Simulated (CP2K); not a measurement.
Consider ammonia monohydrate at its PBE geometry (Å).

```xyz
7

N     0.6260   -0.5018   -0.5587
O    -1.0009    1.2567    1.0270
H     0.3431   -1.4787   -0.6493
H     0.6988   -0.1275   -1.5068
H     1.5696   -0.5014   -0.1685
H    -1.7522    0.7488    1.3704
H    -0.4844    0.6040    0.4859
```

Method: CP2K XAS_TDP, all-electron GAPW, PBEh(45%), aug-cc-pVTZ, TDA, no relativity.

Where do the N K-edge lines lie, and how strong are they?

Leading lines: N1 398.45 eV. The leading line of an atom is its first one with 35 % of the strongest within 2.5 eV of its lowest line over the strength cut. 

The first six lines of each atom with a strength over 0.0015:

```
                              atom  energy (eV)  states  strength, one atom
N1 (bonded to 3 H, takes 1 H bond)       397.12       1              0.0069
                                         398.45       1              0.0283
                                         398.52       1              0.0286
                                         399.32       1              0.0079
                                         400.23       1              0.0017
                                         400.46       1              0.0100
```

Lines are vertical, at one geometry, with no vibrational structure. Without a correction of the core level, line positions, and the gaps between valence and Rydberg lines, follow the share of exact exchange. At this level such K lines come out 3 to 6 eV under measured ones. These values hold no scalar relativity, about 0.2 eV for N 1s. Rydberg lines, and the discretised continuum above threshold, depend on the basis and the box. This is one low-energy arrangement of the cluster, relaxed without a dispersion correction; others exist.

[Banner, clock and machine lines of the logs are left out without a mark of their own.]

[Logs are printed without paths, hosts, clocks, repeated set-up lines and the standing remarks that a program may print on its own settings, such as how far it seeks lower states.]

[Hosts, paths, dates, database ids (printed as entryN), source tags and the programs' standing remarks are cut or masked in the printed files.]
